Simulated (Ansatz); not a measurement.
## AlPt3N (built on the sites of a database entry of InNi3N): following an unstable mode

Which phase does AlPt3N (built on the sites of a database entry of InNi3N) fall into along its unstable mode, and how much energy does it gain?

Main program and level: Ansatz 0.2.0; DFT RPBE, scalar-relativistic, plane waves, PAW.

The structure was built from a prototype and need not be the compound's stable phase.

**1. The structure**

It takes space group Pm-3m (No. 221, cubic). The conventional cell has a = 4.209 Å, b = 4.209 Å, c = 4.209 Å, α = 90.00°, β = 90.00°, γ = 90.00°. Al has 12 Pt at 2.98 Å nearest. Pt has 2 N at 2.10 Å nearest. Nearest to N lie 6 Pt at 2.10 Å. Farther neighbours and most contacts between anions are not listed.

**2. Response at finite wavevector**

The cell comes from relaxations at this level that are not shown. Stability and thermal properties need the whole zone. Linear response on a 4×4×4 q mesh gives force constants as far as a supercell of that size would.

The input, input.yaml:

```yaml
crystal:
  lattice:
    - [4.2086436197, 0.0, 0.0]
    - [0.0, 4.2086436197, 0.0]
    - [0.0, 0.0, 4.2086436197]
  atoms:
    - { symbol: Al, position: [0.0, 0.0, 0.0] }
    - { symbol: Pt, position: [0.5, 0.5, 0.0] }
    - { symbol: Pt, position: [0.5, 0.0, 0.5] }
    - { symbol: Pt, position: [0.0, 0.5, 0.5] }
    - { symbol: "N", position: [0.5, 0.5, 0.5] }
kpoints:
  mp_grid: { grid: [8, 8, 8] }
hamiltonian:
  xc: rpbe
scf:
  occupations: { method: methfessel_paxton, width: 0.2 }
output:
  eigenvalues: true
phonons:
  method: dfpt
  qmesh: [4, 4, 4]
  temperatures: { t_max: 1000, t_step: 50 }
  qpath:
    path:
      - [[0.0, 0.0, 0.0], [0.0, 0.5, 0.0], [0.5, 0.5, 0.0], [0.0, 0.0, 0.0], [0.5, 0.5, 0.5], [0.0, 0.5, 0.0]]
      - [[0.5, 0.5, 0.5], [0.5, 0.5, 0.0]]
    npoints: 10
```

Launch:

```
> ansatz run input.yaml --threads 8 --pin off --max-ram 14336MiB --backend cpu --events-out ev --progress --plain --runs-dir out
```

Numbers of over 12 decimals in the logs are rounded to 6 here.

The program printed:

```text
Engine: ansatz 0.2.0, aarch64-unknown-linux-gnu
Pseudopotentials: kind: paw
Pseudopotential: Al, paw, valence charge 3, recommended cutoff 420 eV (normal), Al.paw.azcp
Pseudopotential: Pt, paw, valence charge 18, recommended cutoff 420 eV (normal), Pt.paw.azcp
Pseudopotential: N, paw, valence charge 5, recommended cutoff 420 eV (normal), N.paw.azcp
Functional definition: RPBE
  parameter kappa = 0.804
  parameter beta = 0.066725
  exchange = rpbe_x(kappa = kappa, mu = beta*pi^2/3)
  correlation = pbe_c(beta = beta)
Crystal: 5 atoms, lattice volume = 74.546 Å³
Basis set: ecut = 420 eV, 1419 PW (Γ), exchange–correlation on 60×60×60 points (8 copies of the dense FFT grid, shifted against one another)
Bands: 38, of which v1, the nominal top of the filled ones, is band 31 counted from 1 (30 counted from 0)
Symmetry: 48 space group operations
k-points: 35 of 512
Non-local potential: Al, projectors of the file, l = 0: 2, l = 1: 2, l = 2: 1
Non-local potential: Pt, projectors of the file, l = 0: 3, l = 1: 2, l = 2: 2, l = 3: 1
Non-local potential: N, projectors of the file, l = 0: 2, l = 1: 2, l = 2: 1
PAW form: soft (Blöchl's): semilocal exchange-correlation on the pseudo side does not see the compensation charge
PAW frozen core: Al, regenerated for the run's functional, and the local potential with it (the file was generated under x = pbe(κ = 0.804, μ = 0.219515), c = pbe(β = 0.066725))
PAW frozen core: Pt, regenerated for the run's functional, and the local potential with it (the file was generated under x = pbe(κ = 0.804, μ = 0.219515), c = pbe(β = 0.066725))
PAW frozen core: N, regenerated for the run's functional, and the local potential with it (the file was generated under x = pbe(κ = 0.804, μ = 0.219515), c = pbe(β = 0.066725))
PAW one-centre angular grid: Al, 110 points (default); XC on 64 Gauss nodes
PAW one-centre angular grid: Pt, 590 points (default); XC on 64 Gauss nodes
PAW one-centre angular grid: N, 110 points (default); XC on 64 Gauss nodes
Initial density: superposition of atomic densities (neutral atoms: chi_scale 0, normalization atom), corrected by the library's trained network
Initial wavefunctions: pseudopotential atomic-orbital guess
Functional: x = rpbe, c = pbe(β = 0.066725)
SCF iter   1: F=—  HF=-38534.590149 eV  |F-HF|=—  |Δ(HF+E_count)|=         —  Δρ=1.18e-2  dr2=1.34e-1  ethr=1.77e-3  ⟨swp⟩=5.3  Hψ=4622  notcnv=0
preconditioner: auto → Kerker (q_TF=auto, 2.646 Å⁻¹)  [metal: Δε(μ)=0.060 eV  Ē_g=8.046 eV  σ=0.200 eV  W_gap=0.24  n_scr=26 (ndim 8)  ℏωp=26.5 eV  f_vac=0.000  D(μ)=1.99/eV (n_scr^D=18)]
SCF iter   2: F=—  HF=-38534.571293 eV  |F-HF|=—  |Δ(HF+E_count)|=   1.89e-2  S|Δr|=    0.00e0  Δρ=6.19e-3  dr2=4.36e-2  ethr=2.17e-4  ⟨swp⟩=1.0  Hψ=1610  notcnv=0
SCF iter   3: F=—  HF=-38534.561945 eV  |F-HF|=—  |Δ(HF+E_count)|=   9.35e-3  S|Δr|=    0.00e0  Δρ=1.26e-3  dr2=2.98e-3  ethr=7.04e-5  ⟨swp⟩=2.1  Hψ=1667  notcnv=0
SCF iter   4: F=—  HF=-38534.560841 eV  |F-HF|=—  |Δ(HF+E_count)|=   1.10e-3  S|Δr|=    0.00e0  Δρ=3.53e-4  dr2=1.09e-4  ethr=4.80e-6  ⟨swp⟩=2.0  Hψ=1663  notcnv=0
SCF iter   5: F=—  HF=-38534.560800 eV  |F-HF|=—  |Δ(HF+E_count)|=   4.14e-5  S|Δr|=    0.00e0  Δρ=5.98e-5  dr2=3.24e-6  ethr=1.76e-7  ⟨swp⟩=2.0  Hψ=1751  notcnv=0
SCF iter   6: F=—  HF=-38534.560793 eV  |F-HF|=—  |Δ(HF+E_count)|=   6.36e-6  S|Δr|=    0.00e0  Δρ=1.33e-5  dr2=1.31e-7  ethr=5.23e-9  ⟨swp⟩=2.5  Hψ=1937  notcnv=0
SCF iter   7: F=—  HF=-38534.560793 eV  |F-HF|=—  |Δ(HF+E_count)|=   2.31e-9  S|Δr|=    0.00e0  Δρ=2.66e-6  dr2=5.41e-9  ethr=2.11e-10  ⟨swp⟩=2.2  Hψ=1952  notcnv=0
SCF iter   8: F=—  HF=-38534.560793 eV  |F-HF|=—  |Δ(HF+E_count)|=  6.84e-10  S|Δr|=    0.00e0  Δρ=6.17e-7  dr2=2.67e-10  ethr=8.73e-12  ⟨swp⟩=2.0  Hψ=1694  notcnv=0
SCF iter   9: F=—  HF=-38534.560793 eV  |F-HF|=—  |Δ(HF+E_count)|=  4.37e-11  S|Δr|=    0.00e0  Δρ=1.38e-7  dr2=1.81e-11  ethr=1.00e-12  ⟨swp⟩=2.0  Hψ=2020  notcnv=0
SCF iter  10: F=-38534.560793 eV  HF=-38534.560793 eV  |F-HF|=7.28e-12  |Δ(HF+E_count)|=    0.00e0  S|Δr|=    0.00e0  Δρ=3.13e-8  dr2=7.58e-13  ethr=1.00e-12  ⟨swp⟩=8.7  Hψ=5453  notcnv=0
SCF 1 converged in 10 iterations: F = -38534.560793 eV  dr2 = 7.58e-13
  greatest PAW one-centre occupation: 1.000 electrons in one spin orbital (limit 2), on the Pt atom at site 3 (counted from 0), in its partial waves of l = 0
Initial density: read from a saved state, or passed on in memory by an earlier SCF of this step, an earlier step, the calling program or the single point that the run made first
iter 1 solved again at ethr=7.59e-8 eV; its pass at ethr=3.10e-3 eV (dr2=4.70e-5 eV) is discarded
SCF iter   1: F=—  HF=-38534.560796 eV  |F-HF|=—  |Δ(HF+E_count)|=         —  Δρ=5.36e-7  dr2=1.82e-10  ethr=7.59e-8  ⟨swp⟩=3.0  Hψ=7794  notcnv=0
eigensolver tolerance schedule: the retry pair's looser diagonalisation over-reported the residual by 258342.31 of it (diagonalisation noise at an unbounded share of the residual, at the tolerance the schedule requests for it); recorded, not acted on — ethr = c·dr2/N_el stays at c = 1.0e-1
preconditioner: auto → Kerker (q_TF=auto, 2.646 Å⁻¹)  [metal: Δε(μ)=0.009 eV  Ē_g=7.998 eV  σ=0.200 eV  W_gap=0.04  n_scr=26 (ndim 8)  ℏωp=26.5 eV  f_vac=0.000  D(μ)=2.30/eV (n_scr^D=18)]
SCF iter   2: F=—  HF=-38534.560793 eV  |F-HF|=—  |Δ(HF+E_count)|=   2.85e-6  S|Δr|=    0.00e0  Δρ=2.77e-7  dr2=4.02e-11  ethr=1.00e-12  ⟨swp⟩=3.1  Hψ=3353  notcnv=0
SCF iter   3: F=—  HF=-38534.560793 eV  |F-HF|=—  |Δ(HF+E_count)|=    0.00e0  S|Δr|=    0.00e0  Δρ=1.81e-7  dr2=1.71e-11  ethr=1.00e-12  ⟨swp⟩=3.3  Hψ=3107  notcnv=0
SCF iter   4: F=-38534.560793 eV  HF=-38534.560793 eV  |F-HF|=7.28e-12  |Δ(HF+E_count)|=  1.46e-11  S|Δr|=    0.00e0  Δρ=6.33e-8  dr2=2.19e-12  ethr=1.00e-12  ⟨swp⟩=2.0  Hψ=2559  notcnv=0
SCF 2 converged in 4 iterations: F = -38534.560793 eV  dr2 = 2.19e-12
  greatest PAW one-centre occupation: 1.000 electrons in one spin orbital (limit 2), on the Pt atom at site 2 (counted from 0), in its partial waves of l = 0
phonons: the bands overlap, so this run is a metal and interpolates without the dipole-dipole term. If the crystal is really an insulator or semiconductor, its LO-TO splitting is missing
NSCF: frozen V_eff on 35 k-points
NSCF: frozen V_eff on 125 k-points
DFPT response loops at q = (0, 0, 0) (fractional): preconditioner auto → Kerker (q_TF=auto, 2.646 Å⁻¹) (partly filled bands, converged f_vac=0.000); β = 1.00, the filter's whole step (`scf.mixing.beta` (0.50) is not read by the response loops under this deck's `scf.mixing.preconditioner`; to damp them name `kerker` or `kerker_dos`, under which they read `scf.mixing.beta`, and type it under 1.00, their step now; both keys bind the ground state too); Broyden in place of MSR1
NSCF: frozen V_eff on 400 k-points
DFPT response loops at q = (0, 0, 0.25) (fractional): mixed as the last ones told, above
NSCF: frozen V_eff on 250 k-points
DFPT response loops at q = (0, 0, -0.5) (fractional): mixed as the last ones told, above
NSCF: frozen V_eff on 640 k-points
DFPT response loops at q = (0, 0.25, 0.25) (fractional): mixed as the last ones told, above
NSCF: frozen V_eff on 400 k-points
DFPT response loops at q = (0, 0.25, -0.5) (fractional): mixed as the last ones told, above
NSCF: frozen V_eff on 250 k-points
DFPT response loops at q = (0, -0.5, -0.5) (fractional): mixed as the last ones told, above
NSCF: frozen V_eff on 1024 k-points
DFPT response loops at q = (0.25, 0.25, 0.25) (fractional): mixed as the last ones told, above
NSCF: frozen V_eff on 640 k-points
DFPT response loops at q = (0.25, 0.25, -0.5) (fractional): mixed as the last ones told, above
NSCF: frozen V_eff on 400 k-points
DFPT response loops at q = (0.25, -0.5, -0.5) (fractional): mixed as the last ones told, above
NSCF: frozen V_eff on 250 k-points
DFPT response loops at q = (-0.5, -0.5, -0.5) (fractional): mixed as the last ones told, above
SCF converged after 10 iterations
Stability not checked: this state was not tested for a lower state beside it, because cold or Methfessel-Paxton smearing, or corrected tetrahedra, fill the levels in a way that the test cannot read (fill_not_monotonic; see scf.lower_state_search)
Free energy (F): -38534.560793 eV
Harris-Foulkes:  -38534.560793 eV  (|F-HF|=7.28e-12)
Internal energy: -38534.564823 eV  (E = F + TS)
E sigma→0 (E₀):  -38534.561801 eV
Entropy (-TS):   0.004029 eV (0.806 meV/atom)
Fermi energy:    17.156097 eV
--- Per-component energies (eV) ---
  E_band       = -656.477069
  E_kinetic    = 2066.612846
  E_local      = -6712.338255  (includes V_loc(G=0)·N_el)
  E_nonlocal   = 654.710634
  E_hartree    = 2614.765977
  E_xc         = -883.352198
  E_vxc        = -1009.861124  (∫ρ·V_xc dr)
  E_paw        = -29001.949857  (= ΣΔE_a)
  E_vpaw       = -885.133882  (= ΣTr[D̂ρ^β])
  E_aug_tail   = 0.000732  (compensation charges beyond the density's cutoff)
  E_ewald      = -7272.867186
  E_core_change = -0.147516  (= ΣΔE_core)
  E_smearing   = 0.004029  (= −TS)
  E_closure    = -0.000000  (closes the sum)
  Σ components = -38534.560793   (vs F -38534.560793, Δ=0.00e0)
--- Band table (eV; the first three rows and the last of 35) ---
  k-point 0: bands = [... 27 lower, 16.3705, 16.4006, 16.4006, 16.4006, 17.9790, 17.9790, 17.9790, 18.4345, ... 3 higher]
  k-point 1: bands = [... 27 lower, 16.2471, 16.3249, 16.3249, 16.4009, 17.6208, 18.2945, 18.2945, 18.5615, ... 3 higher]
  k-point 2: bands = [... 27 lower, 15.8916, 16.1711, 16.1711, 16.4016, 17.5610, 18.5789, 19.0912, 19.0912, ... 3 higher]
  k-point 34: bands = [... 27 lower, 15.0251, 16.2060, 16.2060, 16.2060, 17.9177, 17.9177, 17.9177, 18.4578, ... 3 higher]
--- Phonons (Γ-DFPT): 4 representative perturbations + reference (Σ response iterations 14) ---
  ASR residual: 5.603e-5 → 0.000e0 eV/Å²; symmetrization residual: 4.174e-6 eV/Å²
  ASR residual per site (eV/Å²): 3.48e-5 2.54e-5 2.54e-5 2.54e-5 5.60e-5
  Γ frequencies (cm⁻¹): -139.68 -139.68 -139.68 -96.30 -96.30 -96.30 0.00 0.00 0.00 61.61 61.61 61.61 271.18 271.18 271.18
--- Phonons (arbitrary-q DFPT): 10 irreducible q on the 4×4×4 mesh ---
  q = [0.0000, 0.0000, 0.0000] (star 1, of the zone-centre solve; hermiticity 5.94e-7, symmetrization 9.29e-13): -139.68 -139.68 -139.68 -96.30 -96.30 -96.30 -0.00 -0.00 0.00 61.61 61.61 61.61 271.18 271.18 271.18
  q = [0.0000, 0.0000, 0.2500] (star 6, 9 solved perturbations in 1560 linear systems a pass and spin channel, the states on 200 of 512 k-point pairs; hermiticity 6.47e-7, symmetrization 3.27e-13): -126.50 -126.50 -86.06 -86.06 -84.67 -34.61 -22.49 -22.49 62.55 62.55 99.22 125.07 279.74 279.74 400.61
  q = [0.0000, 0.0000, -0.5000] (star 3, 9 solved perturbations in 975 linear systems a pass and spin channel, the states on 125 of 512 k-point pairs; hermiticity 5.89e-7, symmetrization 1.13e-12): -105.66 -105.66 -83.36 -69.51 -69.51 -32.25 -32.25 46.42 62.97 62.97 139.09 158.71 290.00 290.00 513.28
  q = [0.0000, 0.2500, 0.2500] (star 12, 9 solved perturbations in 2460 linear systems a pass and spin channel, the states on 320 of 512 k-point pairs; hermiticity 6.41e-7, symmetrization 1.91e-13): -109.18 -88.86 -83.94 -69.73 -68.87 -39.43 11.49 54.52 69.74 106.63 109.37 142.04 288.61 394.83 395.49
  q = [0.0000, 0.2500, -0.5000] (star 12, 15 solved perturbations on 200 of 512 k-point pairs; hermiticity 5.86e-7, symmetrization 4.71e-14): -93.84 -81.80 -67.77 -65.50 -53.05 -52.71 64.46 76.89 79.52 88.51 125.62 158.63 299.51 385.07 503.08
  q = [0.0000, -0.5000, -0.5000] (star 3, 9 solved perturbations in 975 linear systems a pass and spin channel, the states on 125 of 512 k-point pairs; hermiticity 4.70e-7, symmetrization 1.41e-13): -73.48 -67.66 -67.66 -67.55 -66.97 -66.97 81.11 85.84 86.35 86.35 119.34 161.79 307.96 491.96 491.96
  q = [0.2500, 0.2500, 0.2500] (star 8, 4 solved perturbations in 1376 linear systems a pass and spin channel, the states on 512 of 512 k-point pairs; hermiticity 3.19e-7, symmetrization 5.15e-13): -93.08 -84.51 -84.51 -49.80 -49.80 18.31 57.83 57.83 98.14 98.14 116.30 155.98 383.50 383.50 394.66
  q = [0.2500, 0.2500, -0.5000] (star 12, 9 solved perturbations in 2460 linear systems a pass and spin channel, the states on 320 of 512 k-point pairs; hermiticity 3.11e-7, symmetrization 5.49e-13): -86.78 -82.33 -63.30 -25.75 -25.65 59.84 67.96 84.67 85.80 88.49 111.48 165.96 372.70 384.35 497.67
  q = [0.2500, -0.5000, -0.5000] (star 6, 9 solved perturbations in 1560 linear systems a pass and spin channel, the states on 200 of 512 k-point pairs; hermiticity 4.00e-7, symmetrization 1.52e-13): -73.02 -73.02 -66.71 32.29 32.29 48.73 70.29 70.29 86.17 89.53 119.37 176.79 380.58 492.83 492.83
  q = [-0.5000, -0.5000, -0.5000] (star 1, 4 solved perturbations in 350 linear systems a pass and spin channel, the states on 125 of 512 k-point pairs; hermiticity 3.53e-7, symmetrization 1.40e-12): -65.74 -65.74 -65.74 -27.91 -27.91 -27.91 83.84 83.84 83.84 120.36 120.36 190.16 489.36 489.36 489.36
  sum rule: each row above includes the acoustic sum rule's correction from the zone centre's row sums; it moved no ω² by more than (1.04 cm⁻¹)²
  mesh force constants: q→R imaginary residual 5.76e-19; ASR residual 5.603e-5 → 0.000e0 eV/Å²; symmetrization residual 1.599e-14 eV/Å²
  interpolated dispersion: 62 rows × 15 modes
  density of states and harmonic sums: on the 16×16×16 q-mesh, interpolated from the force constants of a 4×4×4 supercell (no non-analytic term)
  largest difference from the sums on the solved wave vectors: F 4.08e-2 eV, S 5.29e-5 and C_V 1.44e-5 eV/K
  zero-point energy: 0.107808 eV/cell   skipped modes (ω ≤ 0): 931, of them read as no rigid motion or as one in doubt: 928 (5.546e0 modes/cell left out, lowest -139.68 cm⁻¹)   left out of the sums: 3.70e-1 of the cell's modes: C_V's classical limit lies that fraction below 3 k_B per atom; for a crystal, a wire or a layer, F and S can be off by more, and a phonons.interpolated_qmesh denser along its periods is the remedy for the sampling
```

Elapsed: 8.5 min, on 8 threads of Arm Neoverse V2, shared host; peak memory 3.2 GiB; 65 min of CPU time.

This step gave:

- volume per atom: 14.91 Å³
- gap on the k-mesh: 0 eV
- sum-rule residual before enforcement: 5.60e-5 eV/Å²
- lowest frequency on the path: -139.7 cm⁻¹
- point group: m-3m
- highest frequency on the path or at a solved wavevector: 513.3 cm⁻¹
- highest optical mode at the zone centre (no LO-TO term): 271.2 cm⁻¹
- lowest optical zone-centre mode: -139.7 cm⁻¹
- lowest mode on the q mesh (acoustic modes at Γ apart): -139.7 cm⁻¹

Frequencies (cm⁻¹) solved at each irreducible wavevector; negative means imaginary. Frequencies by wavevector, by row:

```
q in reciprocal lattice units  star  mode 1  mode 2  mode 3  mode 4  mode 13  mode 14  mode 15
                        0 0 0     1  -139.7  -139.7  -139.7   -96.3    271.2    271.2    271.2
                     0 0 0.25     6  -126.5  -126.5   -86.1   -86.1    279.7    279.7    400.6
                     0 0 -0.5     3  -105.7  -105.7   -83.4   -69.5      290      290    513.3
                  0 0.25 0.25    12  -109.2   -88.9   -83.9   -69.7    288.6    394.8    395.5
                  0 0.25 -0.5    12   -93.8   -81.8   -67.8   -65.5    299.5    385.1    503.1
                  0 -0.5 -0.5     3   -73.5   -67.7   -67.7   -67.5      308      492      492
               0.25 0.25 0.25     8   -93.1   -84.5   -84.5   -49.8    383.5    383.5    394.7
               0.25 0.25 -0.5    12   -86.8   -82.3   -63.3   -25.8    372.7    384.4    497.7
               0.25 -0.5 -0.5     6     -73     -73   -66.7    32.3    380.6    492.8    492.8
               -0.5 -0.5 -0.5     1   -65.7   -65.7   -65.7   -27.9    489.4    489.4    489.4
```

Interpolated from a 4×4×4 q mesh. Phonon branches along the path, in cm⁻¹:

```
    point  branch 1  branch 2  branch 3  branch 4  branch 12  branch 13  branch 14  branch 15
        Γ      -140      -140      -140       -96         62        271        271        271
  halfway      -126      -126       -86       -86        125        280        280        401
        X      -106      -106       -83       -70        159        290        290        513
  halfway       -94       -82       -68       -66        159        300        385        503
        M       -74       -68       -68       -68        162        308        492        492
  halfway      -109       -89       -84       -70        142        289        395        396
        Γ      -140      -140      -140       -96         62        271        271        271
  halfway       -93       -84       -84       -50        156        384        384        395
        R       -66       -66       -66       -28        190        489        489        489
  halfway       -87       -82       -63       -26        166        373        384        498
        X      -106      -106       -83       -70        159        290        290        513
jump to R       -66       -66       -66       -28        190        489        489        489
  halfway       -73       -73       -67        32        177        381        493        493
        M       -74       -68       -68       -68        162        308        492        492
```

Symmetry leaves 10 wavevectors to solve. The lowest mode among them, the acoustic zeros apart, lies at Γ and is imaginary, 139.7i cm⁻¹, so the energy falls along it.

**3. The mode frozen in, largest atomic shift 0 Å**

The mode followed lies at q = (0, 0, -0.5) with frequency 105.7i cm⁻¹ and is 2-fold degenerate, one of the unstable modes though not the softest. At small amplitude the distorted cell has space group no. 63 by a symmetry search on the positions. The undistorted cell that holds it gives the zero of energy on the same k mesh.

System of this step: AlPt3N (built on the sites of a database entry of InNi3N). Symmetry: Pm-3m, No. 221, cubic system. The conventional cell has a = 4.209 Å, b = 4.209 Å, c = 4.209 Å, α = 90.00°, β = 90.00°, γ = 90.00°. Nearest to Al lie 12 Pt at 2.98 Å. Nearest to Pt lie 2 N at 2.10 Å. Pt has 2 N at 2.10 Å nearest. N has 6 Pt at 2.10 Å nearest. Farther neighbours and most contacts between anions are not listed.

The input, input.yaml:

```yaml
crystal:
  lattice:
    - [4.2086436197, 0.0, 0.0]
    - [0.0, 4.2086436197, 0.0]
    - [0.0, 0.0, 8.4172872394]
  atoms:
    - { symbol: Al, position: [0.0, 0.0, 0.0] }
    - { symbol: Al, position: [0.0, 0.0, 0.5] }
    - { symbol: Pt, position: [0.5, 0.5, 0.5] }
    - { symbol: Pt, position: [0.5, 0.5, 0.0] }
    - { symbol: Pt, position: [0.5, 0.0, 0.25] }
    - { symbol: Pt, position: [0.5, 0.0, 0.75] }
    - { symbol: Pt, position: [0.0, 0.5, 0.25] }
    - { symbol: Pt, position: [0.0, 0.5, 0.75] }
    - { symbol: "N", position: [0.5, 0.5, 0.25] }
    - { symbol: "N", position: [0.5, 0.5, 0.75] }
kpoints:
  mp_grid: { grid: [8, 8, 4] }
hamiltonian:
  xc: rpbe
scf:
  occupations: { method: methfessel_paxton, width: 0.2 }
output:
  forces: true
  stress: true
  eigenvalues: true
```

The program printed:

```text
[...]
Crystal: 10 atoms, lattice volume = 149.093 Å³
Basis set: ecut = 420 eV, 2881 PW (Γ), exchange–correlation on 60×60×120 points (8 copies of the dense FFT grid, shifted against one another)
Bands: 75, of which v1, the nominal top of the filled ones, is band 62 counted from 1 (61 counted from 0)
Symmetry: 32 space group operations
[...]
k-points: 45 of 256
[...]
k-point 0: bands = [... 58 lower, 16.4006, 16.4006, 16.4006, 16.4026, 17.9790, 17.9790, 17.9790, 18.0116, ... 9 higher]
  k-point 1: bands = [... 58 lower, 16.3249, 16.3249, 16.4009, 16.4023, 17.6208, 17.7824, 18.2945, 18.2945, ... 9 higher]
  k-point 2: bands = [... 58 lower, 16.1711, 16.1711, 16.4016, 16.4016, 17.5610, 17.5610, 18.5789, 18.5789, ... 9 higher]
  k-point 44: bands = [... 58 lower, 16.6851, 16.6851, 16.6851, 16.6851, 17.0981, 17.0981, 19.1976, 19.1976, ... 9 higher]
[key lines of the parts left out:]
SCF converged after 7 iterations
Free energy (F): -77069.121586 eV
Fermi energy:    17.156107 eV
P = ⅓ Tr σ = -0.0003 GPa (-0.003 kbar)
```

Elapsed: 3.4 s, on 8 threads; peak memory 0.93 GiB; 24 s of CPU time.

Numbers from this step:

```yaml
pressure: -2.83e-4 GPa
energy_from_the_undistorted_cell: 0 meV/atom
```

The run ends at a pressure of 0.00 GPa.

(Continued in part 2 of 2.)

[Logs are printed without paths, hosts, clocks, repeated set-up lines and the standing remarks that a program may print on its own settings, such as how far it seeks lower states.]

[Hosts, paths, dates, database ids (printed as entryN), source tags and the programs' standing remarks are cut or masked in the printed files.]
